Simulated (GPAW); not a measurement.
# Polarising Ca/Y(0001) with a field along the normal

The dipole of the cell at several fields, atoms fixed. What does the strongest field give, and what length does the slope stand for?

**Method.** GPAW 26.7.0, plane waves (400 eV), PAW setups, PBE, 10×10 mesh, a dipole layer in the vacuum; geometry relaxed without an applied field with GPAW. The cell's area is 11.54 Å², and e/ε0 = 180.95 V Å.

The runs, one held back:

```
field (V/Å)  dipole (e Å)
       −0.2       −0.2083
       −0.1       −0.0981
      −0.05       −0.0430
       0.05        0.0672
        0.1        0.1222
        0.2        0.2325
        0.3             ?
```

**Question.** What is the dipole at 0.3 V/Å?

A: A line through the 6 points has the slope α = 1.102 e Å per V/Å and the intercept p₀ = 0.0121 e Å (r.m.s. residual 3.5e−05). At 0.3 V/Å it gives p = 0.0121 + 1.102 × 0.3 = 0.3427 e Å; the run gives 0.3431 e Å, so the response stays linear to 0.1 % of the induced part. Dividing by ε0 and the area: α/(ε0 A) = 1.102 × 180.95 / 11.54 = 17.28 Å, against 11.71 Å between the outer nuclei.

**Limits.** This is the electronic response alone; ions that move would add to it in polar layers. No run was spin-polarised, so magnetic states weren't tested.

[Logs are printed without paths, hosts, clocks, repeated set-up lines and the standing remarks that a program may print on its own settings, such as how far it seeks lower states.]
